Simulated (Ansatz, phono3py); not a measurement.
# Al2O3 (Corundum, R-3c): solver, mesh and scattering choices in phono3py, part 3 of 5

Aim: with force constants in hand, see how mesh, solver, isotopes and boundaries change the conductivity of Al2O3 (Corundum).

Measurements to reproduce:
- thermal conductivity 30 W/m/K near room temperature (given in “Combining the AFLOW GIBBS and Elastic Libraries to efficiently and robustly screen thermo-mechanical properties of solids”, 2017, arXiv:1611.05714)

Ansatz 0.2.0 and phono3py 4.10.0; DFT LDA, scalar-relativistic, plane waves, PAW; PAW set soft_1 (the session's first sound run).

So far, κ at 300 K (W/m/K): step 3 (relaxation-time solution) 38.3; step 7 (q-mesh of the transport sums 5×5×5) 32.5; step 8 (q-mesh of the transport sums 9×9×9) 37.0; step 9 (q-mesh of the transport sums 11×11×11) 37.7; step 11 (boundary mean free path 0.1 micrometre) 23.8.

## Step 12: Boundary scattering, third order supercell 2×2×2, supercell 2×2×2 (run 2)

Level of this step: DFT LDA, scalar-relativistic, plane waves, PAW; PAW set soft_1; phono3py on Ansatz's force constants (phono3py).

A boundary term v/L is added to each rate, a simple model of grains or a thin sample.

Input file phono3py.yaml:

```yaml
phono3py:
  version: "4.10.0"
  frequency_unit_conversion_factor: 15.633302
  symmetry_tolerance: 1.00000e-05

physical_unit:
  atomic_mass: "AMU"
  length: "angstrom"

space_group:
  type: "R-3c"
  number: 167
  Hall_symbol: "-R 3 2\"c"

primitive_matrix:
- [  1.000000000000000,  0.000000000000000,  0.000000000000000 ]
- [  0.000000000000000,  1.000000000000000,  0.000000000000000 ]
- [  0.000000000000000,  0.000000000000000,  1.000000000000000 ]

supercell_matrix:
- [   2,   0,   0 ]
- [   0,   2,   0 ]
- [   0,   0,   2 ]

# [primitive_cell block left out]
unit_cell:
  lattice:
  - [     2.364341356932580,     1.365053118881190,     4.296695850500000 ] # a
  - [    -2.364341356932580,     1.365053118881190,     4.296695850500000 ] # b
  - [     0.000000000000000,    -2.730106237762380,     4.296695850500000 ] # c
  points:
  - symbol: Al # 1
    coordinates: [  0.351980285900000,  0.351980285900000,  0.351980285900000 ]
    mass: 26.981538
    reduced_to: 1
  - symbol: Al # 2
    coordinates: [  0.148019714100000,  0.148019714100000,  0.148019714100000 ]
    mass: 26.981538
    reduced_to: 2
  - symbol: Al # 3
    coordinates: [  0.648019714100000,  0.648019714100000,  0.648019714100000 ]
    mass: 26.981538
    reduced_to: 3
  - symbol: Al # 4
    coordinates: [  0.851980285900000,  0.851980285900000,  0.851980285900000 ]
    mass: 26.981538
    reduced_to: 4
  - symbol: O # 5
    coordinates: [  0.555830463500000,  0.944169536500000,  0.250000000000000 ]
    mass: 15.999000
    reduced_to: 5
  - symbol: O # 6
    coordinates: [  0.250000000000000,  0.555830463500000,  0.944169536500000 ]
    mass: 15.999000
    reduced_to: 6
  - symbol: O # 7
    coordinates: [  0.944169536500000,  0.250000000000000,  0.555830463500000 ]
    mass: 15.999000
    reduced_to: 7
  - symbol: O # 8
    coordinates: [  0.444169536500000,  0.055830463500000,  0.750000000000000 ]
    mass: 15.999000
    reduced_to: 8
  - symbol: O # 9
    coordinates: [  0.750000000000000,  0.444169536500000,  0.055830463500000 ]
    mass: 15.999000
    reduced_to: 9
  - symbol: O # 10
    coordinates: [  0.055830463500000,  0.750000000000000,  0.444169536500000 ]
    mass: 15.999000
    reduced_to: 10

# [supercell block left out]
phonon_supercell_matrix:
- [   2,   0,   0 ]
- [   0,   2,   0 ]
- [   0,   0,   2 ]

# [phonon_primitive_cell block left out]
# [phonon_supercell block left out]
nac:
  born_effective_charge:
  - # 1 (Al)
    - [  2.963474405521225, -0.027310643508614,  0.000000000000000 ]
    - [  0.027310643508614,  2.963474405521223,  0.000000000000000 ]
    - [  0.000000000000000,  0.000000000000000,  2.931026863845152 ]
  - # 2 (Al)
    - [  2.963474405521225,  0.027310643508614,  0.000000000000000 ]
    - [ -0.027310643508614,  2.963474405521223,  0.000000000000000 ]
    - [  0.000000000000000,  0.000000000000000,  2.931026863845152 ]
  - # 3 (Al)
    - [  2.963474405521224, -0.027310643508614,  0.000000000000000 ]
    - [  0.027310643508614,  2.963474405521222,  0.000000000000000 ]
    - [  0.000000000000000,  0.000000000000000,  2.931026863845152 ]
  - # 4 (Al)
    - [  2.963474405521224,  0.027310643508614,  0.000000000000000 ]
    - [ -0.027310643508614,  2.963474405521223,  0.000000000000000 ]
    - [  0.000000000000000,  0.000000000000000,  2.931026863845152 ]
  - # 5 (O)
    - [ -2.075813574684076,  0.000000000000000,  0.000000000000000 ]
    - [  0.000000000000000, -1.875485632677554,  0.260479036326533 ]
    - [  0.000000000000000,  0.351644526849316, -1.954017909230102 ]
  - # 6 (O)
    - [ -1.925567618179186,  0.086744543432751, -0.225581462612068 ]
    - [  0.086744543432751, -2.025731589182445, -0.130239518163267 ]
    - [ -0.304533093353267, -0.175822263424658, -1.954017909230101 ]
  - # 7 (O)
    - [ -1.925567618179186, -0.086744543432751,  0.225581462612068 ]
    - [ -0.086744543432751, -2.025731589182445, -0.130239518163267 ]
    - [  0.304533093353267, -0.175822263424658, -1.954017909230101 ]
  - # 8 (O)
    - [ -2.075813574684076,  0.000000000000000,  0.000000000000000 ]
    - [  0.000000000000000, -1.875485632677554,  0.260479036326533 ]
    - [  0.000000000000000,  0.351644526849316, -1.954017909230102 ]
  - # 9 (O)
    - [ -1.925567618179187,  0.086744543432751, -0.225581462612068 ]
    - [  0.086744543432751, -2.025731589182445, -0.130239518163267 ]
    - [ -0.304533093353267, -0.175822263424658, -1.954017909230101 ]
  - # 10 (O)
    - [ -1.925567618179186, -0.086744543432751,  0.225581462612068 ]
    - [ -0.086744543432751, -2.025731589182445, -0.130239518163267 ]
    - [  0.304533093353267, -0.175822263424658, -1.954017909230101 ]
  dielectric_constant:
    - [  3.246062244621815,  0.000000000000000,  0.000000000000000 ]
    - [  0.000000000000000,  3.246062244621811,  0.000000000000000 ]
    - [  0.000000000000000,  0.000000000000000,  3.206155143223621 ]
  unit_conversion_factor: 14.399645
```

Launch:

```sh
> phono3py phono3py.yaml --mesh 13 13 13 --br --isotope --boundary-mfp 0.3 --ts 100 150 200 300 400 500 600 800
```

The program printed:

```text
[banner, memory and clock lines left out]
Rust backend (phonors) using rayon (8 threads).
Running in phono3py.load mode.
Spglib version 2.8.0
----------------------------- General settings -----------------------------
Run mode: conductivity-RTA
HDF5 data compression filter: gzip
Crystal structure was read from "phono3py.yaml".
Supercell (dim): [2 2 2]
Phonon supercell (dim-fc2): [2 2 2]
Primitive matrix:
  [1. 0. 0.]
  [0. 1. 0.]
  [0. 0. 1.]
Spacegroup: R-3c (167)
Use -v option to watch primitive cell, unit cell, and supercell structures.
[...]
----------- Thermal conductivity (W/m-k) with tetrahedron method -----------
#  T(K)        xx         yy         zz         yz         xz         xy
  100.0      73.196     73.196     81.301     -0.000      0.000      0.000
  150.0      58.919     58.919     65.611     -0.000      0.000      0.000
  200.0      44.069     44.069     49.080     -0.000      0.000      0.000
[...]
600.0      14.259     14.259     15.847     -0.000      0.000      0.000
  800.0      10.770     10.770     12.008     -0.000      0.000      0.000

Thermal conductivity related properties were written into
"kappa-m131313.hdf5".
Summary of calculation was written in "phono3py.yaml".
```

The job ended after 4.9 min (8 threads of Intel Xeon at 2.70GHz, shared host; peak memory 0.18 GiB).

Numbers from this step:

| Property | Result |
| --- | --- |
| κ at 300 K | 29.68 W/m/K |
| κ xx, yy, zz at 300 K | 28.62, 28.62, 31.78 W/m/K |

W/m/K. Kappa, by row:

```csv
T (K),xx,yy,zz,yz,xz,xy
100,73.2,73.2,81.3,0,0,0
150,58.92,58.92,65.61,0,0,0
200,44.07,44.07,49.08,0,0,0
300,28.62,28.62,31.78,0,0,0
400,21.31,21.31,23.64,0,0,0
500,17.06,17.06,18.93,0,0,0
600,14.26,14.26,15.85,0,0,0
800,10.77,10.77,12.01,0,0,0
```

κ at 300 K goes from 38.3 in the base run to 29.7 W/(m K).

## Step 13: Direct solution of the linearised equation, third order supercell 2×2×2, supercell 2×2×2

Solving the linearised equation directly keeps the heat that normal processes pass on between modes; it is dearer, so the mesh may be smaller.

phono3py.yaml is that of step 12.

Launch:

```sh
> phono3py phono3py.yaml --mesh 11 11 11 --lbte --isotope --ts 100 300 600
```

The program printed:

```text
[banner, memory and clock lines left out]
Rust backend (phonors) using rayon (8 threads).
Running in phono3py.load mode.
Spglib version 2.8.0
----------------------------- General settings -----------------------------
Run mode: conductivity-LBTE
HDF5 data compression filter: gzip
Crystal structure was read from "phono3py.yaml".
Supercell (dim): [2 2 2]
Phonon supercell (dim-fc2): [2 2 2]
Primitive matrix:
  [1. 0. 0.]
  [0. 1. 0.]
  [0. 0. 1.]
Spacegroup: R-3c (167)
Use -v option to watch primitive cell, unit cell, and supercell structures.
NAC parameters were read from "phono3py.yaml".
fc3 was read from "fc3.hdf5".
fc2 was read from "fc2.hdf5".
----------------------------- Force constants ------------------------------
Max drift of fc3: 0.00000300 (xyy) 0.00000300 (xyy) 0.00000300 (xyy)
Max drift of fc2: 0.00001000 (xx) 0.00001000 (xx)
--------------------------- Calculation settings ---------------------------
Non-analytical term correction (NAC): True
NAC unit conversion factor:  14.39964
BZ integration: Tetrahedron-method
Temperatures: 100.0  300.0  600.0
Cutoff frequency: 0.01
Mesh sampling: [ 11 11 11 ]
Generating grid system ... [ 11 11 11 ]
fc3-r2q-transformation over three atoms: True
--------------------------- Phonon calculations ----------------------------
  PRB 50, 13035(R) (1994), PRB 55, 10355 (1997)
  G-cutoff distance: 0.95, Number of G-points: 297, Lambda: 0.18
Running harmonic phonon calculations...
------------------- Lattice thermal conductivity (LBTE) -------------------
Running heat capacity calculations...
Running velocity calculations...
Running isotope scattering calculations with tetrahedron method...
======================= Grid point 0 (1/146) =======================
q-point: ( 0.00  0.00  0.00)
Boundary mean free path (millimeter): 1000.000
Mass variance parameters: 0.00e+00 0.00e+00 0.00e+00 0.00e+00 3.36e-05 3.36e-05 3.36e-05 3.36e-05 3.36e-05 3.36e-05
Number of triplets: 146
Frequency     group velocity (x, y, z)     |gv|
   0.006   (   0.000    0.000    0.000)    0.000
   0.007   (   0.000    0.000    0.000)    0.000
   0.008   (   0.000    0.000    0.000)    0.000
[...]
======================= Grid point 1 (2/146) =======================
q-point: ( 0.09  0.00  0.00)
Boundary mean free path (millimeter): 1000.000
Mass variance parameters: 0.00e+00 0.00e+00 0.00e+00 0.00e+00 3.36e-05 3.36e-05 3.36e-05 3.36e-05 3.36e-05 3.36e-05
Number of triplets: 366
Frequency     group velocity (x, y, z)     |gv|
[...]
[13 lines left out]
[...]
[143 grid points left out]
======================= Grid point 669 (146/146) =======================
q-point: ( 0.55  0.45  0.45)
Boundary mean free path (millimeter): 1000.000
Mass variance parameters: 0.00e+00 0.00e+00 0.00e+00 0.00e+00 3.36e-05 3.36e-05 3.36e-05 3.36e-05 3.36e-05 3.36e-05
Number of triplets: 366
Frequency     group velocity (x, y, z)     |gv|
[...]
24.849   (  -6.284   -3.628   19.504)   20.810
  24.981   (  -6.458   -3.729  -18.736)   20.166
=================== End of collection of collisions ===================
- Collision matrix shape (1, 3, 146, 30, 3, 146, 30, 3)
- Averaging collision matrix elements by phonon degeneracy [0.676s]
- Making collision matrix symmetric (Rust) [0.240s]
Diagonalize by scipy.linalg.lapack.dsyev
```

The job ended after 12 min (8 threads; peak memory 4.5 GiB).

The run was cut off at its time limit.

## Step 14: Adding coherences, third order supercell 2×2×2, supercell 2×2×2

Close branches can carry heat by tunnelling between them, which the particle picture leaves out.

phono3py.yaml is that of step 13.

Launch:

```sh
> phono3py phono3py.yaml --mesh 13 13 13 --br --isotope --tt smm19 --ts 100 150 200 300 400 500 600 800
```

The program printed:

```text
[banner, memory and clock lines left out]
Rust backend (phonors) using rayon (8 threads).
Running in phono3py.load mode.
Spglib version 2.8.0
----------------------------- General settings -----------------------------
Run mode: conductivity-RTA
HDF5 data compression filter: gzip
Crystal structure was read from "phono3py.yaml".
Supercell (dim): [2 2 2]
Phonon supercell (dim-fc2): [2 2 2]
Primitive matrix:
  [1. 0. 0.]
  [0. 1. 0.]
  [0. 0. 1.]
Spacegroup: R-3c (167)
Use -v option to watch primitive cell, unit cell, and supercell structures.
NAC parameters were read from "phono3py.yaml".
fc3 was read from "fc3.hdf5".
fc2 was read from "fc2.hdf5".
----------------------------- Force constants ------------------------------
Max drift of fc3: 0.00000300 (xyy) 0.00000300 (xyy) 0.00000300 (xyy)
Max drift of fc2: 0.00001000 (xx) 0.00001000 (xx)
--------------------------- Calculation settings ---------------------------
Non-analytical term correction (NAC): True
NAC unit conversion factor:  14.39964
BZ integration: Tetrahedron-method
Temperature:  100.0  150.0  200.0  300.0  400.0 ... 800.0
Cutoff frequency: 0.01
Mesh sampling: [ 13 13 13 ]
Generating grid system ... [ 13 13 13 ]
fc3-r2q-transformation over three atoms: True
Optional transport type: SMM19
--------------------------- Phonon calculations ----------------------------
  PRB 50, 13035(R) (1994), PRB 55, 10355 (1997)
  G-cutoff distance: 0.95, Number of G-points: 297, Lambda: 0.18
Running harmonic phonon calculations...
-------------------- Lattice thermal conductivity (RTA) --------------------
Running heat capacity calculations...
Running velocity calculations...
Running isotope scattering calculations with tetrahedron method...
======================= Grid point 0 (1/231) =======================
q-point: ( 0.00  0.00  0.00)
Boundary mean free path (millimeter): 1000.000
Mass variance parameters: 0.00e+00 0.00e+00 0.00e+00 0.00e+00 3.36e-05 3.36e-05 3.36e-05 3.36e-05 3.36e-05 3.36e-05
Number of triplets: 231
Frequency     group velocity (x, y, z)     |gv|
   0.006   (   0.000    0.000    0.000)    0.000
   0.007   (   0.000    0.000    0.000)    0.000
   0.008   (   0.000    0.000    0.000)    0.000
   9.303   (   0.000    0.000    0.000)    0.000
  11.189   (   0.000    0.000    0.000)    0.000
  11.189   (   0.000    0.000    0.000)    0.000
  11.657   (   0.000    0.000    0.000)    0.000
  11.657   (   0.000    0.000    0.000)    0.000
  11.870   (   0.000    0.000    0.000)    0.000
  12.548   (   0.000    0.000    0.000)    0.000
  13.030   (   0.000    0.000    0.000)    0.000
  13.030   (   0.000    0.000    0.000)    0.000
  13.139   (   0.000    0.000    0.000)    0.000
  13.139   (   0.000    0.000    0.000)    0.000
  13.350   (   0.000    0.000    0.000)    0.000
  13.350   (   0.000    0.000    0.000)    0.000
[...]
======================= Grid point 1 (2/231) =======================
q-point: ( 0.08  0.00  0.00)
Boundary mean free path (millimeter): 1000.000
Mass variance parameters: 0.00e+00 0.00e+00 0.00e+00 0.00e+00 3.36e-05 3.36e-05 3.36e-05 3.36e-05 3.36e-05 3.36e-05
Number of triplets: 595
Frequency     group velocity (x, y, z)     |gv|
[...]
[42 lines left out]
[...]
19.817   (  -5.984   -3.455    6.339)    9.377
  19.825   (  -8.895   -5.135   -6.846)   12.343
  20.699   (  -8.043   -4.644   20.850)   22.825
  20.961   (   4.835    2.791  -19.668)   20.445
  20.962   (   4.010    2.315   18.850)   19.410
  21.116   (   7.736    4.466  -18.385)   20.440
  24.882   (  -5.411   -3.124   19.433)   20.412
  24.995   (  -5.534   -3.195  -18.722)   19.782
=================== End of collection of collisions ===================
----------- Thermal conductivity (W/m-k) with tetrahedron method -----------
#          T(K)        xx         yy         zz         yz         xz         xy
K_intra   100.0     380.359    380.359    489.800     -0.000      0.000      0.000
K_intra   150.0     123.913    123.913    155.487     -0.000      0.000      0.000
K_intra   200.0      68.147     68.147     83.884     -0.000      0.000      0.000
K_intra   300.0      35.933     35.933     43.051     -0.000      0.000      0.000
K_intra   400.0      24.887     24.887     29.385     -0.000      0.000      0.000
K_intra   500.0      19.223     19.223     22.517     -0.000      0.000      0.000
K_intra   600.0      15.729     15.729     18.338     -0.000      0.000      0.000
K_intra   800.0      11.592     11.592     13.449     -0.000      0.000      0.000

K_inter   100.0       0.178      0.178      0.031     -0.000     -0.000      0.000
K_inter   150.0       0.194      0.194      0.091     -0.000     -0.000      0.000
K_inter   200.0       0.337      0.337      0.190     -0.000     -0.000      0.000
K_inter   300.0       0.632      0.632      0.407     -0.000      0.000      0.000
K_inter   400.0       0.852      0.852      0.580     -0.000      0.000      0.000
K_inter   500.0       1.011      1.011      0.710     -0.000      0.000      0.000
K_inter   600.0       1.129      1.129      0.810     -0.000      0.000      0.000
K_inter   800.0       1.295      1.295      0.954     -0.000      0.000      0.000

K_TOT     100.0     380.537    380.537    489.831     -0.000      0.000      0.000
K_TOT     150.0     124.108    124.108    155.579     -0.000      0.000      0.000
K_TOT     200.0      68.484     68.484     84.074     -0.000      0.000      0.000
K_TOT     300.0      36.565     36.565     43.458     -0.000      0.000      0.000
K_TOT     400.0      25.739     25.739     29.965     -0.000      0.000      0.000
K_TOT     500.0      20.234     20.234     23.227     -0.000      0.000      0.000
K_TOT     600.0      16.858     16.858     19.148     -0.000      0.000      0.000
K_TOT     800.0      12.888     12.888     14.403     -0.000      0.000      0.000

Thermal conductivity related properties were written into
"kappa-m131313.hdf5".
Summary of calculation was written in "phono3py.yaml".
```

The job ended after 6 min (8 threads; peak memory 0.28 GiB; 47 min of CPU time).

Numbers from this step:

| Quantity | Value |
| --- | --- |
| κ at 300 K | 38.86 W/m/K |
| κ xx, yy, zz at 300 K | 36.56, 36.56, 43.46 W/m/K |

W/m/K. Kappa, by row:

```csv
T (K),xx,yy,zz,yz,xz,xy,intra mean,inter mean
100,380.5,380.5,489.8,0,0,0,416.8,0.1288
150,124.1,124.1,155.6,0,0,0,134.4,0.1601
200,68.48,68.48,84.07,0,0,0,73.39,0.288
300,36.56,36.56,43.46,0,0,0,38.31,0.5567
400,25.74,25.74,29.97,0,0,0,26.39,0.7615
500,20.23,20.23,23.23,0,0,0,20.32,0.9106
600,16.86,16.86,19.15,0,0,0,16.6,1.023
800,12.89,12.89,14.4,0,0,0,12.21,1.181
```

κ at 300 K goes from 38.3 in the base run to 38.9 W/(m K).

[end of part 3 of 5]

[Logs are printed without paths, hosts, clocks, repeated set-up lines and the standing remarks that a program may print on its own settings, such as how far it seeks lower states.]

[Hosts, paths, dates, database ids (printed as entryN), source tags and the programs' standing remarks are cut or masked in the printed files.]

[A step with changed settings may run another functional than the one named; its input shows which.]
